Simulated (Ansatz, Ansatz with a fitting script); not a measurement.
# Al2O3 (Corundum): the order of polymorphs from LDA to RPA

Aim: the order of polymorphs of Al2O3 (Corundum) by density functionals and by RPA.

Calculated with Ansatz 0.2.0; density functionals and EXX+RPA, plane waves.

## 1. The starting structure

The structure is trigonal, space group R-3c (No. 167). Conventional cell: a = 4.752 Å, b = 4.752 Å, c = 12.972 Å, α = 90.00°, β = 90.00°, γ = 120.00°. Al has 6 O at 1.85 to 1.97 Å nearest. O has 4 Al at 1.85 to 1.97 Å nearest. Farther neighbours and most contacts between anions are not listed.

The structure was relaxed with r2SCAN+rVV10. The runs that relaxed it are not among those shown. The program's search for lower electronic states was switched off, so nothing shows that the state found is the lowest. The default PAW set here is soft_2. Its files were made with PBE; for other functionals the partial waves and projectors stay those of PBE.

## 2. Energy LDA (polymorph R-3c)

This step: DFT, LDA, plane waves, PAW.

The input, input.yaml:

```yaml
crystal:
  lattice:
    - [2.376146192, 1.3718686436, 4.3239347811]
    - [-2.376146192, 1.3718686436, 4.3239347811]
    - [0.0, -2.7437372872, 4.3239347811]
  atoms:
    - { symbol: Al, position: [0.3519541723, 0.3519541723, 0.3519541723] }
    - { symbol: Al, position: [0.1480458277, 0.1480458277, 0.1480458277] }
    - { symbol: Al, position: [0.6480458277, 0.6480458277, 0.6480458277] }
    - { symbol: Al, position: [0.8519541723, 0.8519541723, 0.8519541723] }
    - { symbol: O, position: [0.5564025971, 0.9435974029, 0.25] }
    - { symbol: O, position: [0.25, 0.5564025971, 0.9435974029] }
    - { symbol: O, position: [0.9435974029, 0.25, 0.5564025971] }
    - { symbol: O, position: [0.4435974029, 0.0564025971, 0.75] }
    - { symbol: O, position: [0.75, 0.4435974029, 0.0564025971] }
    - { symbol: O, position: [0.0564025971, 0.75, 0.4435974029] }
kpoints:
  mp_grid: { grid: [6, 6, 6] }
hamiltonian:
  xc: lda
scf:
  occupations: { method: fixed }
  n_extra_bands: 7
  lower_state_search: "off"
  convergence: { dr2_threshold: 1.0e-09 }
output:
  eigenvalues: true
basis:
  ecutwfc: 650
```

The run is started by

```bash
> ansatz run input.yaml --threads 24 --pin off --max-ram 44236MiB --backend cpu --events-out ev --progress --plain --runs-dir out
```

Numbers of over 12 decimals in the logs are rounded to 6 here.

Log:

```text
scf.n_extra_bands = 7 over 24 filled bands (N_el = 48.0): the run solves 31 bands
Engine: ansatz 0.2.0, x86_64-unknown-linux-gnu
Pseudopotentials: kind: paw
Pseudopotential: Al, paw, valence charge 3, recommended cutoff 420 eV (normal), Al.paw.azcp
Pseudopotential: O, paw, valence charge 6, recommended cutoff 420 eV (normal), O.paw.azcp
Functional definition: SPW92
  exchange = slater_x
  correlation = pw_c
Crystal: 10 atoms, lattice volume = 84.570 Å³
Basis set: ecut = 650 eV, 3197 PW (Γ)
Bands: 31, of which v1, the nominal top of the filled ones, is band 24 counted from 1 (23 counted from 0)
Symmetry: 12 space group operations
Space group: R-3c (ITA 167), of the structure as read, at distance tolerance 4.4e-5 Å
k-points: 32 of 216
Non-local potential: Al, projectors of the file, l = 0: 2, l = 1: 2, l = 2: 1
Non-local potential: O, projectors of the file, l = 0: 2, l = 1: 2, l = 2: 1
PAW form: soft (Blöchl's): semilocal exchange-correlation on the pseudo side does not see the compensation charge
PAW frozen core: Al, regenerated for the run's functional, and the local potential with it (the file was generated under x = pbe(κ = 0.804, μ = 0.219515), c = pbe(β = 0.066725))
PAW frozen core: O, regenerated for the run's functional, and the local potential with it (the file was generated under x = pbe(κ = 0.804, μ = 0.219515), c = pbe(β = 0.066725))
PAW one-centre angular grid: Al, 110 points (default); XC on 64 Gauss nodes
PAW one-centre angular grid: O, 110 points (default); XC on 64 Gauss nodes
Initial density: superposition of atomic densities (neutral atoms: chi_scale 0, normalization atom), corrected by the library's trained network
Initial wavefunctions: pseudopotential atomic-orbital guess
Functional: x = slater, c = lda
SCF iter   1: F=—  HF=-5399.956818 eV  |F-HF|=—  |Δ(HF+E_count)|=         —  Δρ=1.71e-2  dr2=2.12e-1  ethr=1.77e-3  ⟨swp⟩=5.6  Hψ=4123  notcnv=0  defer=137
preconditioner: auto → Resta (q_TF=auto, 2.483 Å⁻¹)  ε∞=3.8  [insulator: Δε(μ)=6.094 eV  Ē_g=16.575 eV  n_scr=20 (ndim 8)  ℏωp=28.0 eV  f_vac=0.000  ε∞_Penn≈3.8]
SCF iter   2: F=—  HF=-5399.893398 eV  |F-HF|=—  |Δ(HF+E_count)|=   6.34e-2  Δρ=4.32e-3  dr2=6.27e-3  ethr=4.42e-4  ⟨swp⟩=2.2  Hψ=1808  notcnv=0  defer=156
SCF iter   3: F=—  HF=-5399.891524 eV  |F-HF|=—  |Δ(HF+E_count)|=   1.87e-3  Δρ=2.07e-3  dr2=1.76e-3  ethr=1.31e-5  ⟨swp⟩=2.3  Hψ=1224  notcnv=0  defer=160
SCF iter   4: F=—  HF=-5399.890839 eV  |F-HF|=—  |Δ(HF+E_count)|=   6.85e-4  Δρ=1.47e-4  dr2=1.11e-5  ethr=3.67e-6  ⟨swp⟩=2.9  Hψ=1609  notcnv=0  defer=160
SCF iter   5: F=—  HF=-5399.890835 eV  |F-HF|=—  |Δ(HF+E_count)|=   4.00e-6  Δρ=1.63e-5  dr2=1.67e-7  ethr=2.31e-8  ⟨swp⟩=1.8  Hψ=1446  notcnv=0  defer=134
SCF iter   6: F=—  HF=-5399.890889 eV  |F-HF|=—  |Δ(HF+E_count)|=   5.40e-5  Δρ=2.58e-6  dr2=6.16e-9  ethr=3.48e-10  ⟨swp⟩=2.3  Hψ=1655  notcnv=0  defer=113
SCF iter   7: F=-5399.890889 eV  HF=-5399.890889 eV  |F-HF|=3.00e-11  |Δ(HF+E_count)|=   1.24e-9  Δρ=4.51e-7  dr2=1.69e-10  ethr=2.08e-12  ⟨swp⟩=12.6  Hψ=4349  notcnv=0
SCF 1 converged in 7 iterations: F = -5399.890889 eV  dr2 = 1.69e-10
[...]
SCF converged after 7 iterations
Free energy (F): -5399.890889 eV
Harris-Foulkes:  -5399.890889 eV  (|F-HF|=3.00e-11)
Internal energy: -5399.890889 eV  (E = F + TS)
E sigma→0 (E₀):  -5399.890889 eV
Fermi energy:    7.458446 eV
--- Per-component energies (eV) ---
  E_band       = 54.797650
  E_kinetic    = 1175.688543
  E_local      = -1973.266525  (includes V_loc(G=0)·N_el)
  E_nonlocal   = 339.870753
  E_hartree    = 723.230777
  E_xc         = -603.902976
  E_vxc        = -691.770982  (∫ρ·V_xc dr)
  E_paw        = -2660.782384  (= ΣΔE_a)
  E_vpaw       = -242.188696  (= ΣTr[D̂ρ^β])
  E_aug_tail   = 0.002774  (compensation charges beyond the density's cutoff)
  E_ewald      = -2401.536245
  E_core_change = 0.804395  (= ΣΔE_core)
  E_smearing   = -0.000000  (= −TS)
  E_closure    = -0.000000  (closes the sum)
  Σ components = -5399.890889   (vs F -5399.890889, Δ=0.00e0)
--- Band table (eV; the first three rows and the last of 32) ---
  k-point 0: bands = [... 20 lower, 6.9578, 7.4218, 7.4218, 7.4584, 13.6941, 16.4719, 18.0593, 18.8602, ... 3 higher]
  k-point 1: bands = [... 20 lower, 6.7642, 7.1123, 7.3806, 7.4081, 14.3129, 16.9768, 17.6437, 18.4792, ... 3 higher]
  k-point 2: bands = [... 20 lower, 6.6022, 6.9045, 7.2284, 7.2710, 15.5984, 17.1369, 17.4520, 17.8880, ... 3 higher]
  k-point 31: bands = [... 20 lower, 7.0773, 7.0773, 7.0773, 7.0773, 16.0708, 16.0708, 18.3461, 18.3461, ... 3 higher]
```

Elapsed: 0.67 s, on 24 threads of Intel Xeon 6975P-C (Granite Rapids), shared host; peak memory 1.1 GiB.

Total energy -5399.8909 eV.

## 3. Energy r2SCAN (polymorph R-3c)

The meta-GGA depends on the orbitals through the kinetic-energy density, which usually opens the gap somewhat.

This step: DFT, r2SCAN, plane waves, PAW.

Changes to input.yaml since step 2:

```diff
@@ -19,3 +19,3 @@
 hamiltonian:
-  xc: lda
+  xc: r2scan
 scf:
```

Log:

```text
[...]
Crystal: 10 atoms, lattice volume = 84.570 Å³
Basis set: ecut = 650 eV, 3197 PW (Γ), exchange–correlation on 180×180×180 points (64 copies of the dense FFT grid, shifted against one another)
Bands: 31, of which v1, the nominal top of the filled ones, is band 24 counted from 1 (23 counted from 0)
Symmetry: 12 space group operations
[...]
k-points: 32 of 216
[...]
--- Band table (eV; the first three rows and the last of 32) ---
  k-point 0: bands = [... 20 lower, 6.8801, 7.3562, 7.3562, 7.4092, 14.6010, 17.5770, 19.4264, 20.0711, ... 3 higher]
  k-point 1: bands = [... 20 lower, 6.6899, 7.0481, 7.3136, 7.3513, 15.2287, 18.0970, 18.9194, 19.6444, ... 3 higher]
  k-point 2: bands = [... 20 lower, 6.5265, 6.8332, 7.1604, 7.2085, 16.5695, 18.3407, 18.6166, 19.0419, ... 3 higher]
  k-point 31: bands = [... 20 lower, 7.0065, 7.0065, 7.0065, 7.0065, 17.0828, 17.0828, 19.6355, 19.6355, ... 3 higher]
[key lines of the parts left out:]
SCF converged after 9 iterations
Free energy (F): -5590.646751 eV
Fermi energy:    7.409203 eV
```

It took 1.3 s on 24 threads; peak memory 1.5 GiB.

Total energy -5590.6468 eV.

## 4. Energy r2SCAN+rVV10 (polymorph R-3c)

This step: DFT, r2SCAN with rVV10, plane waves, PAW.

Changes to input.yaml since step 3:

```diff
@@ -20,2 +20,3 @@
   xc: r2scan
+  dispersion: rvv10
 scf:
```

Log:

```text
[...]
Crystal: 10 atoms, lattice volume = 84.570 Å³
Basis set: ecut = 650 eV, 3197 PW (Γ), exchange–correlation on 192×192×192 points (64 copies of the dense FFT grid, shifted against one another)
Bands: 31, of which v1, the nominal top of the filled ones, is band 24 counted from 1 (23 counted from 0)
Symmetry: 12 space group operations
[...]
k-points: 32 of 216
[...]
--- Band table (eV; the first three rows and the last of 32) ---
  k-point 0: bands = [... 20 lower, 6.8707, 7.3485, 7.3485, 7.4016, 14.5478, 17.5229, 19.4010, 20.0291, ... 3 higher]
  k-point 1: bands = [... 20 lower, 6.6795, 7.0388, 7.3058, 7.3435, 15.1779, 18.0447, 18.8868, 19.5785, ... 3 higher]
  k-point 2: bands = [... 20 lower, 6.5163, 6.8235, 7.1518, 7.2003, 16.5209, 18.2975, 18.5583, 18.9998, ... 3 higher]
  k-point 31: bands = [... 20 lower, 6.9981, 6.9981, 6.9981, 6.9981, 17.0293, 17.0293, 19.5787, 19.5787, ... 3 higher]
[key lines of the parts left out:]
SCF converged after 8 iterations
Free energy (F): -5587.491020 eV
Fermi energy:    7.401588 eV
```

The job ended after 2.1 s (24 threads; peak memory 1.6 GiB).

Total energy -5587.4910 eV.

## 5. Energy r2SCAN-D4 (polymorph R-3c)

This step: DFT, r2SCAN with D4 dispersion, plane waves, PAW.

Changes to input.yaml since step 4:

```diff
@@ -20,3 +20,3 @@
   xc: r2scan
-  dispersion: rvv10
+  dispersion: d4
 scf:
```

Log:

```text
[...]
Crystal: 10 atoms, lattice volume = 84.570 Å³
Basis set: ecut = 650 eV, 3197 PW (Γ), exchange–correlation on 180×180×180 points (64 copies of the dense FFT grid, shifted against one another)
Bands: 31, of which v1, the nominal top of the filled ones, is band 24 counted from 1 (23 counted from 0)
Symmetry: 12 space group operations
[...]
k-points: 32 of 216
[...]
--- Band table (eV; the first three rows and the last of 32) ---
  k-point 0: bands = [... 20 lower, 6.8801, 7.3562, 7.3562, 7.4092, 14.6010, 17.5770, 19.4264, 20.0711, ... 3 higher]
  k-point 1: bands = [... 20 lower, 6.6899, 7.0481, 7.3136, 7.3513, 15.2287, 18.0970, 18.9194, 19.6444, ... 3 higher]
  k-point 2: bands = [... 20 lower, 6.5265, 6.8332, 7.1604, 7.2085, 16.5695, 18.3407, 18.6166, 19.0419, ... 3 higher]
  k-point 31: bands = [... 20 lower, 7.0065, 7.0065, 7.0065, 7.0065, 17.0828, 17.0828, 19.6355, 19.6355, ... 3 higher]
[key lines of the parts left out:]
SCF converged after 9 iterations
Free energy (F): -5591.682726 eV
Fermi energy:    7.409203 eV
```

It took 1.2 s on 24 threads; peak memory 1.5 GiB; 20 s of CPU time.

Total energy -5591.6827 eV.

## 6. Energy HSE06 (polymorph R-3c)

The screened hybrid is the usual rung above semilocal functionals: a quarter of exact exchange, cut off beyond a few ångström.

This step: DFT, HSE06, plane waves, PAW.

Changes to input.yaml since step 5:

```diff
@@ -17,6 +17,5 @@
 kpoints:
-  mp_grid: { grid: [6, 6, 6] }
+  mp_grid: { grid: [4, 4, 4] }
 hamiltonian:
-  xc: r2scan
-  dispersion: d4
+  xc: hse06
 scf:
```

Log:

```text
[...]
davidson cushion auto → on  (no smearing: the cushion is to keep the highest requested band from converging to the state above it; pin scf.eigensolver.cushion to override)
Crystal: 10 atoms, lattice volume = 84.570 Å³
Basis set: ecut = 650 eV, 3197 PW (Γ)
Bands: 31, of which v1, the nominal top of the filled ones, is band 24 counted from 1 (23 counted from 0)
Symmetry: 12 space group operations
[...]
k-points: 13 of 64
[...]
Fermi energy:    6.530956 eV
[...]
--- Band table (eV; the first three rows and the last of 13) ---
  k-point 0: bands = [... 20 lower, 5.9336, 6.4770, 6.4770, 6.5310, 14.6926, 17.6306, 19.4790, 20.1589, ... 3 higher]
  k-point 1: bands = [... 20 lower, 5.6560, 6.0116, 6.3453, 6.3931, 15.9896, 18.6828, 18.6980, 19.3655, ... 3 higher]
  k-point 2: bands = [... 20 lower, 5.5027, 5.5027, 6.1980, 6.1980, 18.0388, 18.0388, 18.2657, 18.2657, ... 3 higher]
  k-point 12: bands = [... 20 lower, 6.1001, 6.1001, 6.1001, 6.1001, 17.2256, 17.2256, 19.6890, 19.6890, ... 3 higher]
[key lines of the parts left out:]
Free energy (F): -5571.027340 eV
```

Elapsed: 5 s, on 24 threads; peak memory 2.7 GiB.

Total energy -5571.0273 eV.

## 7. Energy HSE06-D3(BJ) (polymorph R-3c)

This step: DFT, HSE06 with D3(BJ) dispersion, plane waves, PAW.

Changes to input.yaml since step 6:

```diff
@@ -20,2 +20,3 @@
   xc: hse06
+  dispersion: d3bj
 scf:
```

Log:

```text
[...]
Crystal: 10 atoms, lattice volume = 84.570 Å³
Basis set: ecut = 650 eV, 3197 PW (Γ)
Bands: 31, of which v1, the nominal top of the filled ones, is band 24 counted from 1 (23 counted from 0)
Symmetry: 12 space group operations
[...]
k-points: 13 of 64
[...]
SCF iter   1: F=—  HF=-5572.204809 eV  |F-HF|=—  |Δ(HF+E_count)|=         —  Δρ=1.76e-3  dr2=8.68e-4  ethr=1.77e-3  ⟨swp⟩=9.2  Hψ=2245  notcnv=0
[...]
Fermi energy:    6.530956 eV
[...]
--- Band table (eV; the first three rows and the last of 13) ---
  k-point 0: bands = [... 20 lower, 5.9336, 6.4770, 6.4770, 6.5310, 14.6926, 17.6306, 19.4790, 20.1589, ... 3 higher]
  k-point 1: bands = [... 20 lower, 5.6560, 6.0116, 6.3453, 6.3931, 15.9896, 18.6828, 18.6980, 19.3655, ... 3 higher]
  k-point 2: bands = [... 20 lower, 5.5027, 5.5027, 6.1980, 6.1980, 18.0388, 18.0388, 18.2657, 18.2657, ... 3 higher]
  k-point 12: bands = [... 20 lower, 6.1001, 6.1001, 6.1001, 6.1001, 17.2256, 17.2256, 19.6890, 19.6890, ... 3 higher]
[key lines of the parts left out:]
Free energy (F): -5573.665622 eV
```

Run time: 4.9 s. Hardware: 24 threads; peak memory 2.7 GiB.

Total energy -5573.6656 eV.

## 8. Energy RPA (polymorph R-3c)

The RPA correlation energy is summed at several response cutoffs, since it converges slowly from above.

This step: EXX+RPA on LDA, plane waves, norm-conserving pseudopotentials.

Changes to input.yaml since step 7:

```diff
@@ -19,7 +19,6 @@
 hamiltonian:
-  xc: hse06
-  dispersion: d3bj
+  xc: lda
+  pseudopotentials: { kind: nc, xc_functional: pbe }
 scf:
   occupations: { method: fixed }
-  n_extra_bands: 7
   lower_state_search: "off"
@@ -27,4 +26,8 @@
 output:
-  eigenvalues: true
+  rpa_energy:
+    ecut_chi_ladder: [204, 238, 272, 306, 340]
+    long_wavelength: optical_limit
+    n_empty_bands: 425
 basis:
-  ecutwfc: 650
+  ecutwfc: 1240.0
+  xc_grid: 3
```

Log:

```text
[...]
Crystal: 10 atoms, lattice volume = 84.570 Å³
Basis set: ecut = 1240 eV, 8401 PW (Γ), exchange–correlation on 180×180×180 points (27 copies of the dense FFT grid, shifted against one another)
Bands: 34, of which v1, the nominal top of the filled ones, is band 24 counted from 1 (23 counted from 0)
Symmetry: 12 space group operations
[...]
k-points: 13 of 64
[...]
SCF iter   1: F=—  HF=-3447.547169 eV  |F-HF|=—  |Δ(HF+E_count)|=         —  Δρ=1.12e-1  dr2=9.78e0  ethr=3.10e-3  ⟨swp⟩=5.0  Hψ=1783  notcnv=0  defer=95
[...]
SCF iter   8: F=-3444.485486 eV  HF=-3444.485486 eV  |F-HF|=6.78e-11  |Δ(HF+E_count)|=   2.73e-9  Δρ=8.41e-7  dr2=4.03e-10  ethr=2.08e-12  ⟨swp⟩=13.6  Hψ=2510  notcnv=0
SCF 1 converged in 8 iterations: F = -3444.485486 eV  dr2 = 4.03e-10
NSCF: frozen V_eff on 13 k-points
EXX+RPA screening: q 1/13 (q-point 5)
EXX+RPA screening: q 2/13
EXX+RPA screening: q 3/13 (q-point 4)
EXX+RPA screening: q 4/13 (q-point 6)
EXX+RPA screening: q 5/13 (q-point 9)
EXX+RPA screening: q 6/13 (q-point 10)
EXX+RPA screening: q 7/13 (q-point 11)
EXX+RPA screening: q 8/13 (q-point 12)
EXX+RPA screening: q 9/13 (q-point 3)
EXX+RPA screening: q 10/13 (q-point 7)
EXX+RPA screening: q 11/13 (q-point 8)
EXX+RPA screening: q 12/13 (q-point 13)
EXX+RPA screening: q 13/13 (q-point 1)
[...]
SCF converged after 8 iterations
Free energy (F): -3444.485486 eV
[...]
Internal energy: -3444.485486 eV  (E = F + TS)
E sigma→0 (E₀):  -3444.485486 eV
Fermi energy:    7.471613 eV
[...]
--- Band table (eV; the first three rows and the last of 13) ---
  k-point 0: bands = [... 20 lower, 6.9704, 7.4370, 7.4370, 7.4716, 13.5134, 16.3781, 17.9737, 18.8099, ... 6 higher]
  k-point 1: bands = [... 20 lower, 6.6906, 7.0171, 7.3233, 7.3603, 14.7933, 17.2950, 17.3925, 18.0275, ... 6 higher]
  k-point 2: bands = [... 20 lower, 6.5453, 6.5453, 7.1959, 7.1959, 16.7488, 16.7488, 16.9086, 16.9086, ... 6 higher]
  k-point 12: bands = [... 20 lower, 7.0920, 7.0920, 7.0920, 7.0920, 15.9734, 15.9734, 18.2709, 18.2709, ... 6 higher]
--- EXX+RPA: 4×4×4 mesh (13 irreducible q, 430/832 k–q pairs), 449 bands' worth read of 454 solved (the sum completed by the states above those read; Γ's head and wings end at those read), 24 occupied, 12 frequency nodes, the response taken to reach 1221.0 eV, pair-density box ratio 4, q→0 included in E_x (Coulomb truncated on the Wigner–Seitz cell) and E_c (k·p head, wings) ---
  smallest occupied→empty transition 6.042e0 eV, smallest direct gap 6.042e0 eV
  indirect gap at most 6.042e0 eV, over 13 k-points of the mesh
  bands read: the sum over 449 bands ends inside a degenerate multiplet in 3 slots, whose members it reads at an even weight; the widest, k=2: bands 449 to 450 (counted from 1) at 1/2 each
  E_x                     =      -627.661285 eV
  E_xc[n_v+n_c], E_xc[n_v] =     -1295.850948, -673.131780 eV (parent functional, the pass's orbitals; any nonlocal part keeps n_c)
  E_c ladder  E_cut^χ (eV)   ⟨N_G⟩      E_cut^sphere (eV)      E_c (eV)
                  204.00      560.2            204.17        -69.307798
                  238.00      704.7            237.92        -71.913531
                  272.00      864.3            272.59        -73.913565
                  306.00     1027.3            305.88        -75.383783
                  340.00     1203.6            339.95        -76.559073
  E_c(E_cut→∞)            =       -82.778190 ± 0.166705 eV  (E_cut^-3/2 fit over 5 rungs)
  S(q), 6 of 12 wave vectors   |q| (1/Å)       S_0(q)   S_0 (bands read)   S_RPA(q)   (top rung; structure_factors; the frequency nodes sum S_0 to within 2.9e-6)
    ( 0.2500,  0.2500,  0.2500)    0.36328     0.022492           0.022368   0.012761
    ( 0.0000,  0.0000,  0.2500)    0.40042     0.027379           0.027229   0.015505
    ( 0.0000,  0.2500,  0.2500)    0.45202     0.034499           0.034307   0.019676
    ( 0.2500,  0.2500,  0.5000)    0.61667     0.061574           0.061212   0.036032
    ( 0.0000,  0.2500, -0.2500)    0.66107     0.070065           0.069648   0.041184
    ( 0.2500,  0.5000,  0.5000)    0.71572     0.080585           0.080095   0.047946
  core–valence xc dropped  : E_EXX =     -2776.295824 eV   E_EXX+RPA =     -2859.074014 eV
  core–valence xc semilocal: E_EXX =     -3399.014991 eV   E_EXX+RPA =     -3481.793181 eV
```

Run time: 6.4 min. Hardware: 24 threads; peak memory 7.6 GiB.

Numbers from this step:

| Quantity | Value |
| --- | --- |
| exact exchange energy | -627.6613 eV |
| RPA correlation energy | -82.7782 eV |

Extrapolated from these cutoffs, the correlation energy is -8.28 eV per atom (fit error 0.02); such a limit moves with the range of cutoffs.

RPA ladder, by row:

```tsv
response cutoff (eV)	mean plane waves	sphere-equivalent cutoff (eV)	correlation energy (eV)
204	560.2	204.2	-69.31
238	704.7	237.9	-71.91
272	864.3	272.6	-73.91
306	1027	305.9	-75.38
340	1204	339.9	-76.56
```

(Continued in part 2 of 2.)

[Paths, hosts, dates, memory and timing lines, banners, echoed tables and standing remarks are left out of the program output.]

[Logs are printed without paths, hosts, clocks, repeated set-up lines and the standing remarks that a program may print on its own settings, such as how far it seeks lower states.]

[Runs of the session that timed out or met a known fault of the program may be left out.]

[Hosts, paths, dates, database ids (printed as entryN), source tags and the programs' standing remarks are cut or masked in the printed files.]
